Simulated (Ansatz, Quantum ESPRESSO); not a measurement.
## SrCl2 (Fm-3m): Raman and infrared activity

Which lines does SrCl2 (Fm-3m) show in Raman and infrared spectra?

Program: Quantum ESPRESSO 8.0 development, patched. Level of theory: DFT LDA, scalar-relativistic, plane waves, PseudoDojo norm-conserving pseudopotentials. Results are calculated unless marked as measured.

This is a report of a sequence of runs, with most program output left out.

### 1. The starting structure

Symmetry: Fm-3m, No. 225, cubic system. The conventional cell has a = 6.977 Å, b = 6.977 Å, c = 6.977 Å, α = 90.00°, β = 90.00°, γ = 90.00°. Nearest to Sr lie 8 Cl at 3.02 Å. Nearest to Cl lie 4 Sr at 3.02 Å. Farther neighbours and most contacts between anions are not listed.

### 2. A first look

A cheap run with smearing and empty bands tells whether the crystal has a gap, which decides between fixed occupations and smearing later on.

Contents of probe.in:

```
&control
   calculation = 'scf'
   prefix = 'x'
   outdir = './tmp'
   pseudo_dir = './pseudo'
   tprnfor = .true.
   tstress = .true.
   verbosity = 'high'
/
&system
   ibrav = 2
   celldm(1) = 13.18405225
   nat = 3
   ntyp = 2
   ecutwfc = 56.0
   occupations = 'smearing'
   smearing = 'gaussian'
   degauss = 0.01
/
&electrons
   conv_thr = 1.0d-07
   mixing_beta = 0.7
   electron_maxstep = 100
/
ATOMIC_SPECIES
 Sr     87.6200  Sr.upf
 Cl     35.4500  Cl.upf
ATOMIC_POSITIONS crystal
 Sr     0.000000000   0.000000000   0.000000000
 Cl     0.750000000   0.750000000   0.750000000
 Cl     0.250000000   0.250000000   0.250000000
K_POINTS automatic
 4 4 4 0 0 0
```

On the command line:

```sh
> OMP_NUM_THREADS=1 mpirun -n 4 pw.x -nk 4 -in probe.in > probe.out
```

The job ended after 2.8 s (4 MPI ranks of Arm Neoverse V2, shared host).

Read from the output:

```yaml
volume_per_atom: 28.30 Å³
pressure: -3.093 GPa
gap_on_the_k_mesh: 4.881 eV
```

A gap of 4.9 eV opens on this mesh, so the crystal is taken as an insulator; the start stands at -3.1 GPa.

### 3. Relaxing the cell and atoms

Frequencies change by per cents with a per cent of volume, so the structure is first brought to rest at this level of theory.

Contents of relax.in:

```
&control
   calculation = 'vc-relax'
   prefix = 'x'
   outdir = './tmp'
   pseudo_dir = './pseudo'
   tprnfor = .true.
   tstress = .true.
   forc_conv_thr = 2.0d-05
   etot_conv_thr = 1.0d-07
   nstep = 40
/
&system
   ibrav = 2
   celldm(1) = 13.18405225
   nat = 3
   ntyp = 2
   ecutwfc = 56.0
   occupations = 'fixed'
   nbnd = 14
/
&electrons
   conv_thr = 1.0d-11
   mixing_beta = 0.7
   electron_maxstep = 100
/
&ions
/
&cell
   press_conv_thr = 0.2
/
ATOMIC_SPECIES
 Sr     87.6200  Sr.upf
 Cl     35.4500  Cl.upf
ATOMIC_POSITIONS crystal
 Sr     0.000000000   0.000000000   0.000000000
 Cl     0.750000000   0.750000000   0.750000000
 Cl     0.250000000   0.250000000   0.250000000
K_POINTS automatic
 6 6 6 0 0 0
```

On the command line:

```sh
> OMP_NUM_THREADS=1 mpirun -n 4 pw.x -nk 4 -in relax.in > relax.out
```

Elapsed: 25 s, on 4 MPI ranks.

Relaxation path:

| step | energy less that of the first step (eV) | largest force (eV/Å) | pressure (GPa) | volume (Å³) |
| --- | --- | --- | --- | --- |
| 1 | 0.0000 | 0.0000 | -3.09 | 84.90 |
| 2 | -0.0235 | 0.0000 | -2.56 | 83.57 |
| 3 | -0.0498 | 0.0000 | -1.70 | 81.60 |
| 4 | -0.0673 | 0.0000 | -0.20 | 78.70 |
| 5 | -0.0675 | 0.0000 | 0.01 | 78.34 |
| 6 | -0.0675 | 0.0000 | 0.00 | 78.37 |
| 7 | -0.0605 | 0.0000 | -0.13 | 78.37 |

| conventional cell, symmetrised | before | after | change |
| --- | --- | --- | --- |
| a (Å) | 6.977 | 6.793 | -2.6 % |
| b (Å) | 6.977 | 6.793 | -2.6 % |
| c (Å) | 6.977 | 6.793 | -2.6 % |
| volume (Å³/atom) | 28.30 | 26.12 | -7.7 % |

Final coordinates:

```xyz
3
Lattice="-3.3965 0.0000 3.3965 0.0000 3.3965 3.3965 -3.3965 3.3965 0.0000" Properties=species:S:1:pos:R:3 pbc="T T T"
Sr    0.0000    0.0000    0.0000
Cl   -5.0947    5.0947    5.0947
Cl   -1.6982    1.6982    1.6982
```

The last row of the table of steps is pw.x's closing run on a basis chosen anew for the final cell, so its energy can jump.

Numbers from this step:

* volume per atom: 26.12 Å³
* pressure: -0.126 GPa
* gap on the k-mesh: 5.101 eV

The volume changes by -7.7 % from the cell with which this run began.

### 4. Relaxing the cell and atoms

A variable-cell run keeps the plane waves of its start, so its end shows a stress on a fresh basis; a second run from that cell removes it.

Edit relax.in of step 3 so:

```diff
@@ -13,3 +13,3 @@
    ibrav = 2
-   celldm(1) = 13.18405225
+   celldm(1) = 12.8368829
    nat = 3
```

It took 18 s on 4 MPI ranks; 70 s of CPU time.

Little changed from the start: no atom moved by 0.005 Å and no cell edge by 0.1 %.

The last row of the table of steps is pw.x's closing run on a basis chosen anew for the final cell, so its energy can jump.

Numbers from this step:

| Item | Value |
| --- | --- |
| volume per atom | 26.05 Å³ |
| pressure | -0.005 GPa |
| gap on the k-mesh | 5.098 eV |

The volume changes by -0.3 % from the cell with which this run began.

### 5. Self-consistent run for the response

The response is built on this ground state, so it is converged far tighter than an energy would need. With a gap, occupations are fixed, which also allows the response to an electric field.

Contents of scf.in:

```
&control
   calculation = 'scf'
   prefix = 'x'
   outdir = './tmp'
   pseudo_dir = './pseudo'
   tprnfor = .true.
   tstress = .true.
/
&system
   ibrav = 2
   celldm(1) = 12.82530519
   nat = 3
   ntyp = 2
   ecutwfc = 56.0
   occupations = 'fixed'
   nbnd = 14
/
&electrons
   conv_thr = 1.0d-12
   mixing_beta = 0.7
   electron_maxstep = 100
/
ATOMIC_SPECIES
 Sr     87.6200  Sr.upf
 Cl     35.4500  Cl.upf
ATOMIC_POSITIONS crystal
 Sr     0.000000000   0.000000000   0.000000000
 Cl     0.750000000   0.750000000   0.750000000
 Cl     0.250000000   0.250000000   0.250000000
K_POINTS automatic
 6 6 6 0 0 0
```

On the command line:

```sh
> OMP_NUM_THREADS=1 mpirun -n 4 pw.x -nk 4 -in scf.in > scf.out
```

The job ended after 5.5 s (4 MPI ranks; 22 s of CPU time).

The cell stands at -0.005 GPa, close enough for phonons.

### 6. Zone-centre response

At q = 0 one unit cell holds all displacements; symmetry groups them into irreducible representations that are solved one by one. The response to a field gives ε∞ and the Born charges, which polar modes need. Third-order response adds the Raman tensors.

Contents of ph.in:

```
phonons
&inputph
   prefix = 'x'
   outdir = './tmp'
   fildyn = 'g.dyn'
   tr2_ph = 1.0d-18
   epsil = .true.
   lraman = .true.
   elop = .true.
/
0.000000000000 0.000000000000 0.000000000000
```

On the command line:

```sh
> OMP_NUM_THREADS=1 mpirun -n 4 ph.x -nk 4 -in ph.in > ph.out
```

Elapsed: 5.2 min, on 4 MPI ranks; 21 min of CPU time.

This step gave:

```yaml
miss_of_the_charge_sum_rule: 4.30e-4 e
largest_acoustic_frequency_at_the_zone_centre_before_the_sum_rule: -0.79 cm⁻¹
highest_optical_zone_centre_mode_no_lo_to_term: 193.4 cm⁻¹
lowest_optical_zone_centre_mode: 157.5 cm⁻¹
mean_high_frequency_dielectric_constant: 3.139
largest_born_charge_in_size_third_of_the_trace: 2.489 e
```

Born charge (rows field, columns displacement), before the sum rule (e), principal values of the symmetric part by kind of site:

| atom | atoms with these values | low | middle | high | mean |
| --- | --- | --- | --- | --- | --- |
| Sr1 | 1 | 2.49 | 2.49 | 2.49 | 2.49 |
| Cl2 | 2 | -1.24 | -1.24 | -1.24 | -1.24 |

In full for Cl2:

```
-1.24  0.00  0.00
 0.00 -1.24  0.00
 0.00  0.00 -1.24
```

High-frequency dielectric tensor:

```
3.14 0.00 0.00
0.00 3.14 0.00
0.00 0.00 3.14
```

The acoustic modes at Γ come out as far as 0.8 cm⁻¹ from zero, where they should vanish, a small numerical error; the Born charges miss their sum rule by 4.3e-4 e, which is good.

### 7. Zone-centre analysis

A rigid shift of the crystal must cost nothing, but grids and finite bases break this; the acoustic sum rule is imposed before the matrix is diagonalised again. With Born charges the intensities follow, and the static dielectric tensor.

Contents of dynmat.in:

```
&input
   fildyn = 'g.dyn'
   asr = 'simple'
   fileig = 'dynmat.eig'
   lperm = .true.
/
```

On the command line:

```sh
> dynmat.x -in dynmat.in > dynmat.out
```

Wall time 0.47 s (1 thread).

Read from the output:

| Property | Result |
| --- | --- |
| mean static dielectric constant | 7.151 |

Unit eigenvectors of the mass-weighted matrix after the sum rule; no LO-TO term. Modes at Γ, with each element's share of the kinetic energy:

| mode | frequency (cm⁻¹) | symmetry | Sr % | Cl % |
| --- | --- | --- | --- | --- |
| 1 | 0.0 | acoustic | 55 | 45 |
| 2 | 0.0 | acoustic | 55 | 45 |
| 3 | 0.0 | acoustic | 55 | 45 |
| 4 | 157.5 | T1u | 45 | 55 |
| 5 | 157.5 | T1u | 45 | 55 |
| 6 | 157.5 | T1u | 45 | 55 |
| 7 | 193.4 | T2g | 0 | 100 |
| 8 | 193.4 | T2g | 0 | 100 |
| 9 | 193.4 | T2g | 0 | 100 |

Displacements in mode 5 (157.5 cm⁻¹), the largest set to 1:
```
Sr1 -0.39 -0.11  0.81
Cl2  0.48  0.14 -1.00
Cl3  0.48  0.14 -1.00
```

Displacements in mode 9 (193.4 cm⁻¹), the largest set to 1:
```
Sr1  0.00  0.00  0.00
Cl2 -0.23  0.11  1.00
Cl3  0.23 -0.11 -1.00
```

Degenerate modes summed, no LO-TO term. Lines of the infrared spectrum (strongest = 100):

| position (cm⁻¹) | lines merged | label | IR intensity, relative |
| --- | --- | --- | --- |
| 158 | 3 | T1u | 100 |
| 193 | 3 | T2g | 0.0 |

Degenerate modes summed. Lines of the Raman spectrum (strongest = 100):

| position (cm⁻¹) | lines merged | label | Raman activity, relative |
| --- | --- | --- | --- |
| 158 | 3 | T1u | 0.0 |
| 193 | 3 | T2g | 100 |

Static dielectric tensor (ions relaxed, fixed cell):

```
7.15 0.00 0.00
0.00 7.15 0.00
0.00 0.00 7.15
```

The rule moves no optical mode by more than 0.1 cm⁻¹.

### 8. Sum rules set otherwise (asr crystal)

The rule can be imposed in more than one way; the choices should agree where the raw error is small.

Contents of dynmat.in:

```
&input
   fildyn = 'g.dyn'
   asr = 'crystal'
   fileig = 'dynmat.eig'
   lperm = .true.
/
```

On the command line:

```sh
> dynmat.x -in dynmat.in > dynmat.out
```

It took 0.46 s on 1 thread.

Zone-centre frequencies as printed; negative means imaginary. Modes:

| mode | frequency (cm⁻¹) |
| --- | --- |
| 1 | 0 |
| 2 | 0 |
| 3 | 0 |
| 4 | 157.5 |
| 5 | 157.5 |
| 6 | 157.5 |
| 7 | 193.4 |
| 8 | 193.4 |
| 9 | 193.4 |

Against the first rule no mode moves by more than 0.1 cm⁻¹.

### 9. Sum rules set otherwise: a sum rule for molecules or wires on a crystal

This rule also removes rotations, which suits wires and not a crystal; it is tried to see the harm.

Contents of dynmat.in:

```
&input
   fildyn = 'g.dyn'
   asr = 'one-dim'
   fileig = 'dynmat.eig'
   lperm = .true.
/
```

On the command line:

```sh
> dynmat.x -in dynmat.in > dynmat.out
```

The job ended after 0.46 s (1 thread).

The program raised no error, yet the settings are not those of a careful run.

The fault: a sum rule for molecules or wires on a crystal; 1 optical mode is projected out to zero frequency, as if it were a rotation.

For a crystal the rule has to be 'simple' or 'crystal'.

Zone-centre frequencies as printed; negative means imaginary. Modes:

| mode | frequency (cm⁻¹) |
| --- | --- |
| 1 | 0 |
| 2 | 0 |
| 3 | 0 |
| 4 | 0 |
| 5 | 157.5 |
| 6 | 157.5 |
| 7 | 157.5 |
| 8 | 193.4 |
| 9 | 193.4 |

### 10. The LO-TO splitting (1 0 0)

A longitudinal polar mode sets up a macroscopic field that stiffens it; the term hangs on the direction from which q goes to zero.

Contents of dynmat.in:

```
&input
   fildyn = 'g.dyn'
   asr = 'simple'
   fileig = 'dynmat.eig'
   q(1) = 1.0
   q(2) = 0.0
   q(3) = 0.0
/
```

On the command line:

```sh
> dynmat.x -in dynmat.in > dynmat.out
```

Run time: 0.47 s. Hardware: 1 thread.

Numbers from this step:

```yaml
highest_mode_moved_by_the_lo_to_term: 237.7 cm⁻¹
```

Zone-centre frequencies as printed; negative means imaginary. Modes:

| mode | frequency (cm⁻¹) |
| --- | --- |
| 1 | 0 |
| 2 | 0 |
| 3 | 0 |
| 4 | 157.5 |
| 5 | 157.5 |
| 6 | 193.4 |
| 7 | 193.4 |
| 8 | 193.4 |
| 9 | 237.7 |

The field moves one mode, from 158 to 238 cm⁻¹; the others stay.

### 11. A second program

A second program on the same cell, potentials, cutoff and meshes tests the implementation of the phonon response, not its convergence. Its field response is summed in its own way. Its k mesh is centred on Γ.

This step: DFT LDA, scalar-relativistic, plane waves, PseudoDojo norm-conserving pseudopotentials (Ansatz 0.2.0).

Contents of input.yaml:

```yaml
crystal:
  lattice:
    - [-3.3934296139, 0.0, 3.3934296139]
    - [0.0, 3.3934296139, 3.3934296139]
    - [-3.3934296139, 3.3934296139, 0.0]
  atoms:
    - { symbol: Sr, position: [0.0, 0.0, 0.0] }
    - { symbol: Cl, position: [0.75, 0.75, 0.75] }
    - { symbol: Cl, position: [0.25, 0.25, 0.25] }
kpoints:
  mp_grid: { grid: [6, 6, 6] }
hamiltonian:
  xc: lda
  pseudopotentials: { kind: nc, accuracy: standard }
scf:
  occupations: { method: fixed }
output:
  eigenvalues: true
basis:
  ecutwfc: 761.919
phonons:
  method: dfpt
  dielectric: true
  rigid_motions: translations
  raman: true
```

On the command line:

```sh
> ansatz run input.yaml --threads 4 --pin off --max-ram 8192MiB --backend cpu --events-out ev --progress --plain --runs-dir out
```

The job ended after 69 s (4 threads; peak memory 1.2 GiB; 4.5 min of CPU time).

This step gave:

```yaml
sum_rule_residual_before_enforcement: 4.29e-5 eV/Å²
miss_of_the_charge_sum_rule: 1.97e-5 e
```

Transverse modes. Lines of the infrared spectrum (strongest = 100):

| position (cm⁻¹) | label | IR intensity ((D/Å)²/amu), degenerate modes summed, relative |
| --- | --- | --- |
| 158 | T1u | 100 |
| 193 | T2g | 0.0 |

Activity x (w_L - w)^4 (n + 1)/w, 532 nm, 300 K. Raman lines, with heights relative to the strongest:

| position (cm⁻¹) | label | Stokes intensity, strongest 100 |
| --- | --- | --- |
| 158 | T1u | 0.0 |
| 193 | T2g | 100 |

### 12. Side by side: QE PseudoDojo and Ansatz, PseudoDojo

Numbers from this step:

```yaml
root_mean_square_difference: 0.01 cm⁻¹
largest_difference: 0.01 cm⁻¹
```

Frequencies side by side, by row:

| q (reciprocal lattice) | mode | QE PseudoDojo (cm⁻¹) | Ansatz, PseudoDojo (cm⁻¹) |
| --- | --- | --- | --- |
| 0 0 0 | 1 | 0 | 0 |
| 0 0 0 | 2 | 0 | 0 |
| 0 0 0 | 3 | 0 | 0 |
| 0 0 0 | 4 | 157.5 | 157.5 |
| 0 0 0 | 5 | 157.5 | 157.5 |
| 0 0 0 | 6 | 157.5 | 157.5 |
| 0 0 0 | 7 | 193.4 | 193.4 |
| 0 0 0 | 8 | 193.4 | 193.4 |
| 0 0 0 | 9 | 193.4 | 193.4 |

The two runs side by side. Further quantities:

| quantity | QE PseudoDojo | Ansatz, PseudoDojo |
| --- | --- | --- |
| mean ε∞ | 3.139 | 3.139 |
| largest Born charge in size (e; the first before, the second after the charge sum rule) | 2.489 | 2.489 |
| summed IR intensity ((D/Å)²/amu) | 10.94 | 10.94 |
| summed Raman activity (Å⁴/amu) | 10.84 | 10.84 |

At the zone centre the largest difference (acoustic modes at Γ apart) is 0.005 % of the highest mode.

### 13. Outcome

| Quantity | Value |
| --- | --- |
| space group after relaxation | Fm-3m |
| volume per atom | 26.1 Å³ |
| gap on the k-mesh | 5.10 eV |
| highest optical zone-centre mode (no LO-TO term) | 193.4 cm⁻¹ |
| lowest optical zone-centre mode | 157.5 cm⁻¹ |
| highest mode moved by the LO-TO term | 237.7 cm⁻¹ |
| mean high-frequency dielectric constant | 3.14 |
| largest Born charge in size (third of the trace) | 2.49 e |
| mean static dielectric constant | 7.15 |
| imaginary optical modes at the zone centre (no q mesh in this session) | none |
| largest difference from Ansatz, PseudoDojo | 0.01 cm⁻¹ |

**Reading.** The largest Raman activity of SrCl2 (Fm-3m) lies at 193 cm⁻¹ and the strongest infrared line at 158 cm⁻¹ (transverse modes). At the LDA level the optical modes of SrCl2 (Fm-3m) at the zone centre (no LO-TO term) run from 158 to 193 cm⁻¹. Along the directions run, the highest mode that the macroscopic field moves lies at 238 cm⁻¹. Lattice motion raises the mean dielectric constant from 3.139 to 7.151. The Born charge of Cl is -1.244 e against a formal charge of -1, somewhat above it. Of the 6 optical modes, 3 are infrared active alone and 3 are Raman active alone; inversion symmetry keeps the two sets apart. QE PseudoDojo and Ansatz, PseudoDojo agree to 0.01 cm⁻¹ (0.005 % of the highest mode compared) on all solved modes but the acoustic ones at Γ, without the LO-TO term. These are harmonic frequencies at zero temperature: anharmonic shifts and linewidths and thermal expansion are left out. The relaxation ran at 56 Ry, under the 68 Ry recommended for these files; the stress of so short a basis can leave the cell about one per cent too small. Ansatz warns that the cutoff lies 18 % under the one recommended for these files; agreement at one cutoff is not convergence. The build is a development version in which the Raman tensors of release 7.5 are mended; dynmat.x leaves out the electro-optic term of LO lines.

[Host names and launcher messages were left out of these logs when they were recorded.]

[Logs are printed without paths, hosts, clocks, repeated set-up lines and the standing remarks that a program may print on its own settings, such as how far it seeks lower states.]

[Hosts, paths, dates, database ids (printed as entryN), source tags and the programs' standing remarks are cut or masked in the printed files.]
